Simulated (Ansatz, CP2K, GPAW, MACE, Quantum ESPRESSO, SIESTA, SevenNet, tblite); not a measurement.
## Ag(111)/Be(0001) interface (62 atoms): runs against a plane-wave reference

The cell holds 62 atoms: 14 Ag and 48 Be. Its edges and angles: a = 7.781 Å, b = 7.781 Å, c = 12.536 Å, α = 90.0°, β = 90.0°, γ = 60.0°. Fcc Ag(111), 2 repeat layers, 7 surface cells, strained +1.81 and +1.81 %; hcp Be(0001), 2 layers, 12 cells, -1.75 and -1.75 %; outer planes 2.37 Å apart and 2.39 Å at the second interface of the periodic stack; not relaxed, displaced by a Gaussian of 0.02 Å. Then every atom was moved at random, 0.03 Å r.m.s. a Cartesian component. Regions: Ag, 14 atoms (14 Ag); Be, 48 atoms (48 Be).

Geometry: as built.

The reference, a calculation:

- method: Kohn-Sham DFT, PBE, PAW, plane waves (Ansatz 0.2.0); cutoff 420 eV, Γ point, fermi-dirac smearing of 0.05 eV; PAW set soft_2
- r.m.s. force component: 0.4067 eV/Å
- longest force: 1.224 eV/Å
- pressure: -0.9296 GPa
- SCF cycles: 15
- time: 7.2 s on 4 threads of Arm Neoverse V1, shared host
- CPU time: 27 s

Runs, in no order:
A. CP2K PBE, DZVP-MOLOPT-SR, 300/50 Ry, diagonalisation: Kohn-Sham DFT, PBE, GTH-PBE pseudopotentials, Gaussian and plane waves, DZVP-MOLOPT-SR-GTH, diagonalisation
B. CP2K PBE, DZVP-MOLOPT-SR, 600/50 Ry, diagonalisation: Kohn-Sham DFT, PBE, GTH-PBE pseudopotentials, Gaussian and plane waves, DZVP-MOLOPT-SR-GTH, diagonalisation
C. SevenNet 0 potential: machine-learned interatomic potential SevenNet 0, trained on PBE(+U) plane-wave data
D. SevenNet l3i5 potential: machine-learned interatomic potential SevenNet l3i5, trained on PBE(+U) plane-wave data
E. QE PBE+D3(BJ), sssp-1.3.0-efficiency, 45/360 Ry: Kohn-Sham DFT, PBE+D3(BJ), SSSP efficiency 1.3.0 pseudopotentials, plane waves

Q: Order them from the smallest to the largest r.m.s. force difference.

E, B, D, C, A.

| run | Δ force, r.m.s. (meV/Å) | share of r.m.s. force (%) | CPU time |
| --- | --- | --- | --- |
| E. QE PBE+D3(BJ), sssp-1.3.0-efficiency, 45/360 Ry | 11.7 | 2.88 | 3.5 min |
| B. CP2K PBE, DZVP-MOLOPT-SR, 600/50 Ry, diagonalisation | 141 | 34.8 | 13 min |
| D. SevenNet l3i5 potential | 212 | 52.2 | 11 s |
| C. SevenNet 0 potential | 341 | 83.9 | 9.3 s |
| A. CP2K PBE, DZVP-MOLOPT-SR, 300/50 Ry, diagonalisation | 1746 | 429 | 11 min |

Machine-learned potentials mimic data converged in k, so the reference's own k-point error enters their differences. The electronic-structure runs sample only Γ, in a cell whose shortest periodic width is 7 Å, which is coarse for a cell with partly filled levels.

[Hosts, paths, dates, database ids (printed as entryN), source tags and the programs' standing remarks are cut or masked in the printed files.]
